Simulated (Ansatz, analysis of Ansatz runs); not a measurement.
# N2V- centre in diamond: hyperfine coupling, PBE, part 2 of 2

How near does this set-up come to the measured hyperfine coupling? Subject: N2V- centre in diamond. Set-up: PBE, 64-site cell, PBE lattice, 420 eV, k: the single point 1/4 1/4 1/4 then 2x2x2 shifted 0.5 0.5 0.5. The model is a cell of 64 host atoms with 1 site emptied, N put on another atom's site and N put on another atom's site. The isotropic coupling follows from the spin density at the nucleus, the nuclear g-factor and the total spin. A local or semilocal functional is the cheapest first rung.

Ansatz 0.2.0; PBE, 64-site cell, PBE lattice, 420 eV, k: the single point 1/4 1/4 1/4 then 2x2x2 shifted 0.5 0.5 0.5.

So far: Set-up; Relaxation, charge −1.

### Step 3. Contact spin densities

The relaxed structure is kept, and the final numbers are taken at the final level and k-points.

This step: plane-wave PAW DFT, PBE; single point of a defect supercell.

Input file point/input.yaml:

```yaml
crystal:
  lattice:
    - [7.14316351, 0.0, 0.0]
    - [0.0, 7.14316351, 0.0]
    - [0.0, 0.0, 7.14316351]
  atoms:
    - { symbol: C, position: [-0.000829896, -0.001150861, 0.249998013] }
    - { symbol: C, position: [-0.000825495, 0.249952129, -0.001104303] }
    - { symbol: C, position: [0.250173813, -0.000986341, -0.000943391] }
    - { symbol: "N", position: [0.240017377, 0.240002955, 0.240047673] }
    - { symbol: C, position: [0.126435718, 0.126443956, 0.36929933] }
    - { symbol: C, position: [0.126436632, 0.369260594, 0.126494863] }
    - { symbol: C, position: [0.369937627, 0.126187045, 0.126230849] }
    - { symbol: C, position: [0.000151548, 0.000747958, 0.749380827] }
    - { symbol: C, position: [0.002620721, 0.252578461, 0.497564123] }
    - { symbol: C, position: [0.251391812, 0.002648734, 0.497897876] }
    - { symbol: C, position: [0.25127146, 0.252359215, 0.747344031] }
    - { symbol: C, position: [0.125340643, 0.12599027, 0.873552636] }
    - { symbol: C, position: [0.125814358, 0.380957011, 0.624380913] }
    - { symbol: C, position: [0.377282894, 0.129327733, 0.621094021] }
    - { symbol: C, position: [0.375379068, 0.375270026, 0.87523452] }
    - { symbol: C, position: [0.002619177, 0.497517476, 0.252626932] }
    - { symbol: C, position: [0.000149305, 0.749342219, 0.000793843] }
    - { symbol: C, position: [0.251388965, 0.497858418, 0.002693006] }
    - { symbol: C, position: [0.251268427, 0.747300448, 0.252400117] }
    - { symbol: C, position: [0.125815054, 0.624340796, 0.380996248] }
    - { symbol: C, position: [0.125339121, 0.873509705, 0.126032549] }
    - { symbol: C, position: [0.377286295, 0.621050583, 0.129372336] }
    - { symbol: C, position: [0.375377309, 0.875191785, 0.375309854] }
    - { symbol: C, position: [-0.001211316, 0.500073744, 0.751479417] }
    - { symbol: C, position: [-0.001212943, 0.751431616, 0.500113116] }
    - { symbol: "N", position: [0.238979586, 0.511043109, 0.511084068] }
    - { symbol: C, position: [0.250213501, 0.751496751, 0.751534153] }
    - { symbol: C, position: [0.12534168, 0.624472639, 0.87709463] }
    - { symbol: C, position: [0.12534462, 0.877048613, 0.624512467] }
    - { symbol: C, position: [0.369945628, 0.62459128, 0.624630084] }
    - { symbol: C, position: [0.375050616, 0.875435823, 0.875477289] }
    - { symbol: C, position: [0.498471143, 0.001793557, 0.251154938] }
[... 23 lines left out ...]
    - { symbol: C, position: [0.498233005, 0.498740116, 0.74800413] }
    - { symbol: C, position: [0.498233087, 0.747960886, 0.498774848] }
    - { symbol: C, position: [0.749422094, 0.499935595, 0.499980091] }
    - { symbol: C, position: [0.749115747, 0.749831913, 0.749872648] }
    - { symbol: C, position: [0.624223525, 0.624898132, 0.874641955] }
    - { symbol: C, position: [0.624224094, 0.874600144, 0.624938999] }
    - { symbol: C, position: [0.874313113, 0.62544388, 0.625487307] }
    - { symbol: C, position: [0.874861797, 0.875195898, 0.875238482] }
total_charge: -1
basis:
  ecutwfc: 420
  xc_grid: 2
hamiltonian:
  xc: pbe
kpoints:
  mp_grid: { grid: [2, 2, 2], shift: [0.5, 0.5, 0.5] }
magnetization:
  spin_polarized: true
  initial_magnetization: 1
  spin_locking: { lock_magnetization: hard }
scf:
  occupations: { method: fermi_dirac, width: 0.01 }
  max_iter: 120
output:
  forces: true
  efg: {}
  eigenvalues: true
checkpoint:
  read: "../relax.run"
```

Command:

```console
$ ansatz run input.yaml --threads 2 --pin off --max-ram 3768MiB --backend cpu --events-out ev --progress --plain --runs-dir out
```

Numbers of over 12 decimals in the logs are rounded to 6 here.

The log of the run:

```text
[...]
Warning: the atoms were moved onto the symmetric positions of the space group found under crystal.symmetry.tolerance 1.0e-5 (fractional; [...]
Warning: checkpoint.read: the run can stay near the saved state's solution: 54 site(s) moved relative to the saved geometry (max |Δs| = 4.564e-6 fractional); [...]
[...]
Crystal: 63 atoms, lattice volume = 364.478 Å³
Basis set: ecut = 420 eV, 7123 PW (Γ), exchange–correlation on 96×96×96 points (8 copies of the dense FFT grid, shifted against one another)
Bands: 191, of which v1, the nominal top of the filled ones, is band 128 counted from 1 (127 counted from 0)
Symmetry: 2 space group operations
[...]
k-points: 3 of 8 (time reversal used)
[...]
Starting moments: Σ|m| = 1 μB on 63 of 63 sites; this step starts from the density that it was given
[...]
atom  13  C  V_zz =    +1.622214   η = 0.1032   by run symmetry: allowed
[...]
atom  16  C  V_zz =    -0.397128   η = 0.3529   by run symmetry: allowed
[...]
atom  20  C  V_zz =    +1.622214   η = 0.1032   by run symmetry: allowed
[...]
atom  26  N  V_zz =   -14.182895   η = 0.0028   by run symmetry: allowed
[...]
atom  41  C  V_zz =    -3.362009   η = 0.0788   by run symmetry: allowed
[...]
atom  48  C  V_zz =    -3.362009   η = 0.0788   by run symmetry: allowed
[...]
--- Band table (eV; the first three rows and the last of 6) ---
[...]
[... further k-points left out ...]
[key lines of the parts left out:]
SCF converged after 7 iterations
Magnetization: 1.0000 μB (128.0000 up, 127.0000 down)
Free energy (F): -16046.927585 eV
Fermi energy:    15.414444 (↑ 16.414908, ↓ 15.148454) eV
```

Wall time 27 s (2 threads of Intel Xeon Platinum 8375C at 2.90GHz (Ice Lake), shared host); peak memory 1.1 GiB.

This step gave:

```
free energy                           : -16046.9276 eV
total moment                          : 1 μB
integral of the absolute spin density : 1.130 μB
spin contamination                    : 0.004424
```

The largest moments in the atoms' spheres: C41 0.18, C48 0.18, C49 0.02, C40 0.02, C50 0.01, C42 0.01 μB.

Isotropic hyperfine couplings from the contact spin densities (Fermi contact term with core polarisation, no dipolar part), the largest:

```csv
atom,isotope,distance from the centre (Å),contact spin density (e/Å³),A (MHz)
C41,13C,1.63,1.13,187.7
C48,13C,1.63,1.13,187.7
C40,13C,3.89,0.160,26.6
C49,13C,3.89,0.160,26.6
C42,13C,3.90,0.116,19.3
C50,13C,3.90,0.116,19.3
C43,13C,3.90,0.116,19.3
C51,13C,3.90,0.116,19.3
C31,13C,5.05,0.0686,11.4
C36,13C,2.52,-0.0672,-11.2
```

### Step 4. Results

```yaml
15n_isotropic: 3.0 MHz
13c_the_two_neighbours_of_the_vacancy_isotropic: 187.7 MHz
integral_of_the_absolute_spin_density: 1.13 μB
time_of_the_whole_chain: 76 s on 2 threads
```

15N, isotropic: computed 3.0 MHz, measured 4.02 MHz; 1.0 MHz (26 %) below the measurement. 13C, the two neighbours of the vacancy, isotropic: computed 187.7 MHz, measured 240.7 MHz; 53.0 MHz (22 %) below the measurement. Only the isotropic (Fermi contact) part is computed, with core polarisation; no vibrational averaging. Limits: the periodic copies of the defect are only 7.1 Å apart.

[Logs are printed without paths, hosts, clocks, repeated set-up lines and the standing remarks that a program may print on its own settings, such as how far it seeks lower states.]

[Hosts, paths, dates, database ids (printed as entryN), source tags and the programs' standing remarks are cut or masked in the printed files.]

[For some hosts the program warned that the k-mesh of the response run may be too coarse for force constants and the static dielectric constant; such warnings are not shown here.]
